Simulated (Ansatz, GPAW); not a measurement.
# Screening of a field by a 4-layer slab of Cr(110), part 2 of 2

How does a 4-layer slab of Cr(110) screen a perpendicular field?

GPAW 26.7.0 and Ansatz 0.2.0; Ansatz plane waves; slab in vacuum with a dipole correction, relaxation (the session's first sound run).

So far, upper work function (eV): step 2 (relaxation) 4.78.

### Step 3. The slab's potential

The work function is the vacuum plateau of the electrostatic potential less the Fermi level; a dipole layer lets the two faces have plateaus of their own.

This step: GPAW, PAW setups; slab in vacuum (GPAW 26.7.0).

run.py

```python
import json
import numpy as np
from ase import Atoms
from gpaw import GPAW, PW

slab = Atoms(
    ['Cr', 'Cr', 'Cr', 'Cr'],
    positions=[
        [0.00000, 0.00000, 7.00000],
        [2.03647, 0.00000, 9.03647],
        [0.00000, 0.00000, 11.04625],
        [2.03647, 0.00000, 12.94935]],
    cell=[[2.03647, -1.44, 0.0], [2.03647, 1.44, 0.0], [0.0, 0.0, 20.1094]],
    pbc=[True, True, False])

slab.calc = GPAW(mode=PW(400), xc='PBE', kpts={'size': (13, 13, 1), 'gamma': True},
                 occupations={'name': 'fermi-dirac', 'width': 0.1}, nbands='140%',
                 convergence={'density': 1e-05}, maxiter=200,
                 poissonsolver={'dipolelayer': 'xy'},
                 symmetry={'tolerance': 1e-3}, txt='slab.txt')
result = {}
energy = slab.get_potential_energy()
fermi = slab.calc.get_fermi_level()
v = slab.calc.get_electrostatic_potential().mean((0, 1)) - fermi
n = slab.calc.get_pseudo_density().mean((0, 1))
L = slab.cell[2, 2]
z = np.arange(len(v)) * L / len(v)
low, high = slab.positions[:, 2].min(), slab.positions[:, 2].max()
below, above = np.interp([low - 4.8, high + 4.8], z, v)
slopes = [np.interp(x, z, np.gradient(v, z)) for x in (low - 4.8, high + 4.8)]
eps = np.array([[slab.calc.get_eigenvalues(k, s) for k in range(len(slab.calc.get_ibz_k_points()))]
                for s in range(slab.calc.get_number_of_spins())]) - fermi
top, bottom = eps[eps < 0].max(), eps[eps > 0].min()
dipole = slab.get_dipole_moment()[2]
print(f'energy {energy:.4f} eV, Fermi level {fermi:.4f} eV, dipole {dipole:.5f} e A')
print(f'potential 4.8 A off the faces, from the Fermi level: lower {below:.4f} eV, upper {above:.4f} eV')
print(f'slope of the potential there: lower {slopes[0]:.5f}, upper {slopes[1]:.5f} eV/A')
print(f'nearest levels on the mesh: {top:.4f} and {bottom:.4f} eV')
print('magnetic moment', round(slab.get_magnetic_moment(), 3))
result.update(energy=energy, fermi=fermi, dipole=dipole, below=below, above=above, slopes=slopes, edges=[top, bottom],
              z=z.tolist(), v=v.tolist(), n=n.tolist(), positions=slab.positions.tolist(),
              forces=slab.get_forces(apply_constraint=False).tolist(), moments=slab.get_magnetic_moments().tolist())
json.dump(result, open('result.json', 'w'))
```

Launch:

```sh
> OMP_NUM_THREADS=1 OPENBLAS_NUM_THREADS=1 python run.py
```

Output:

```text
energy -35.0174 eV, Fermi level 1.6505 eV, dipole 0.00500 e A
potential 4.8 A off the faces, from the Fermi level: lower 4.8862 eV, upper 4.7446 eV
slope of the potential there: lower -0.00149, upper 0.00143 eV/A
nearest levels on the mesh: -0.0368 and 0.0105 eV
magnetic moment 0.0
```

Wall time 2.2 min (1 thread of Arm Neoverse V1, shared host); peak memory 0.19 GiB.

Numbers from this step:

```yaml
dipole_along_the_normal: 0.005001 e·Å
levels_nearest_the_fermi_level_on_the_mesh: -0.03683, 0.01051 eV from the Fermi level
upper_work_function: 4.745 eV
lower_work_function: 4.886 eV
```

Electrostatic potential energy of an electron (without an applied field's), less the Fermi level, planar mean against z:

```csv
z (Å),"electrostatic potential energy of an electron (without an applied field's), less the Fermi level, planar mean (eV)"
0.0,4.82
0.5,4.89
1.0,4.89
1.5,4.89
2.0,4.89
2.5,4.89
3.0,4.88
3.5,4.87
4.0,4.84
4.5,4.75
5.0,4.42
5.5,3.36
6.0,0.107
6.5,-9.73
7.0,-21.9
7.5,-9.79
8.0,-1.91
8.5,-8.82
9.0,-22.2
9.5,-11.1
10.0,-2.37
10.5,-8.67
11.0,-22.2
11.5,-11.5
12.0,-3.28
12.5,-11.5
13.0,-21.7
13.5,-8.27
14.0,0.549
14.5,3.42
15.0,4.34
15.5,4.62
16.0,4.71
16.5,4.73
17.0,4.74
17.5,4.74
18.0,4.74
18.5,4.75
19.0,4.75
19.5,4.75
20.0,4.79
```

The pseudo valence density, planar mean by z:

```csv
z (Å),"pseudo valence density, planar mean (e/Å³)"
2.5,3.7e-5
3.0,1.3e-4
3.5,4.2e-4
4.0,0.00137
4.5,0.00461
5.0,0.0146
5.5,0.0448
6.0,0.141
6.5,0.425
7.0,0.768
7.5,0.465
8.0,0.321
8.5,0.452
9.0,0.773
9.5,0.498
10.0,0.331
10.5,0.450
11.0,0.749
11.5,0.514
12.0,0.376
12.5,0.516
13.0,0.789
13.5,0.393
14.0,0.123
14.5,0.0394
15.0,0.0129
15.5,0.00389
16.0,0.00121
16.5,3.6e-4
17.0,1.1e-4
17.5,3.2e-5
```

Force by atom:

```csv
atom,x (eV/Å),y (eV/Å),z (eV/Å),size
Cr1,0.000,0.000,0.672,0.672
Cr2,0.000,0.000,-0.649,0.649
Cr3,0.000,0.000,0.037,0.037
Cr4,0.000,0.000,-0.061,0.061
```

The potential is flat to 0.001 eV/Å where it is read, so the vacuum is wide enough. The geometry is the other program's minimum; here the largest force on a free atom is 0.061 eV/Å.

### Step 4. Field on

A uniform field along the normal polarises the slab; the atoms stay fixed, so this is the electronic response alone.

Changes to run.py since step 3:

```diff
@@ -4,2 +4,3 @@
 from gpaw import GPAW, PW
+from gpaw.external import ConstantElectricField
 
@@ -19,2 +20,3 @@
                  poissonsolver={'dipolelayer': 'xy'},
+                 external=ConstantElectricField(-0.2, [0, 0, 1]),
                  symmetry={'tolerance': 1e-3}, txt='slab.txt')
```

Output:

```text
gpaw.KohnShamConvergenceError: Did not converge!  See text output for help.
```

Wall time 10 min (1 thread); peak memory 0.24 GiB.

The run stopped without converging, so none of its numbers is a property of the system.

### Step 5. In a field

Changes to run.py since step 4:

```diff
@@ -20,3 +20,3 @@
                  poissonsolver={'dipolelayer': 'xy'},
-                 external=ConstantElectricField(-0.2, [0, 0, 1]),
+                 external=ConstantElectricField(-0.1, [0, 0, 1]),
                  symmetry={'tolerance': 1e-3}, txt='slab.txt')
```

Output:

```text
gpaw.KohnShamConvergenceError: Did not converge!  See text output for help.
```

The job ended after 10 min (1 thread; peak memory 0.24 GiB).

No converged result was reached; the numbers in the log don't describe the system.

### Step 6. Field on

Changes to run.py since step 5:

```diff
@@ -20,3 +20,3 @@
                  poissonsolver={'dipolelayer': 'xy'},
-                 external=ConstantElectricField(-0.1, [0, 0, 1]),
+                 external=ConstantElectricField(-0.05, [0, 0, 1]),
                  symmetry={'tolerance': 1e-3}, txt='slab.txt')
```

Output:

```text
gpaw.KohnShamConvergenceError: Did not converge!  See text output for help.
```

Run time: 10 min. Hardware: 1 thread; peak memory 0.24 GiB.

No converged result was reached; the numbers in the log don't describe the system.

### Step 7. Field on

Changes to run.py since step 6:

```diff
@@ -20,3 +20,3 @@
                  poissonsolver={'dipolelayer': 'xy'},
-                 external=ConstantElectricField(-0.05, [0, 0, 1]),
+                 external=ConstantElectricField(0.05, [0, 0, 1]),
                  symmetry={'tolerance': 1e-3}, txt='slab.txt')
```

Output:

```text
gpaw.KohnShamConvergenceError: Did not converge!  See text output for help.
```

Elapsed: 10 min, on 1 thread; peak memory 0.24 GiB.

The run stopped without converging, so none of its numbers is a property of the system.

### Step 8. Field on

Changes to run.py since step 7:

```diff
@@ -20,3 +20,3 @@
                  poissonsolver={'dipolelayer': 'xy'},
-                 external=ConstantElectricField(0.05, [0, 0, 1]),
+                 external=ConstantElectricField(0.1, [0, 0, 1]),
                  symmetry={'tolerance': 1e-3}, txt='slab.txt')
```

Output:

```text
gpaw.KohnShamConvergenceError: Did not converge!  See text output for help.
```

It took 10 min on 1 thread; peak memory 0.24 GiB.

The run stopped without converging, so none of its numbers is a property of the system.

### Step 9. Field on

Changes to run.py since step 8:

```diff
@@ -20,3 +20,3 @@
                  poissonsolver={'dipolelayer': 'xy'},
-                 external=ConstantElectricField(0.1, [0, 0, 1]),
+                 external=ConstantElectricField(0.2, [0, 0, 1]),
                  symmetry={'tolerance': 1e-3}, txt='slab.txt')
```

Output:

```text
gpaw.KohnShamConvergenceError: Did not converge!  See text output for help.
```

It took 10 min on 1 thread; peak memory 0.24 GiB.

No converged result was reached; the numbers in the log don't describe the system.

### Step 10. In a field

Changes to run.py since step 9:

```diff
@@ -20,3 +20,3 @@
                  poissonsolver={'dipolelayer': 'xy'},
-                 external=ConstantElectricField(0.2, [0, 0, 1]),
+                 external=ConstantElectricField(0.3, [0, 0, 1]),
                  symmetry={'tolerance': 1e-3}, txt='slab.txt')
```

Output:

```text
gpaw.KohnShamConvergenceError: Did not converge!  See text output for help.
```

The job ended after 10 min (1 thread; peak memory 0.24 GiB).

No converged result was reached; the numbers in the log don't describe the system.

### Step 11. Outcome

```yaml
work_function_upper_and_lower_face: 4.745 and 4.886 eV
dipole_along_the_normal: 0.00500 e Å
```

With plane waves and PBE the work function is 4.74 eV on the upper face and 4.89 eV on the lower. The two faces differ by 0.14 eV, the step that the slab's dipole makes (e p/(ε0 A) gives 0.15 eV), so the dipole layer is needed. The lowest atoms were held at bulk positions, which alone makes the faces unlike. The runs had no spin polarisation, so a magnetic state, which thin layers of d-metal atoms can have, wasn't tested. The slab is only 5.9 Å thick between its outer nuclei, so the values belong to this film more than to the surface of the bulk metal. The in-plane lattice was kept as typed, which isn't the functional's own and leaves some strain; spin-orbit coupling and temperature are left out.

[Logs are printed without paths, hosts, clocks, repeated set-up lines and the standing remarks that a program may print on its own settings, such as how far it seeks lower states.]

[Hosts, paths, dates, database ids (printed as entryN), source tags and the programs' standing remarks are cut or masked in the printed files.]
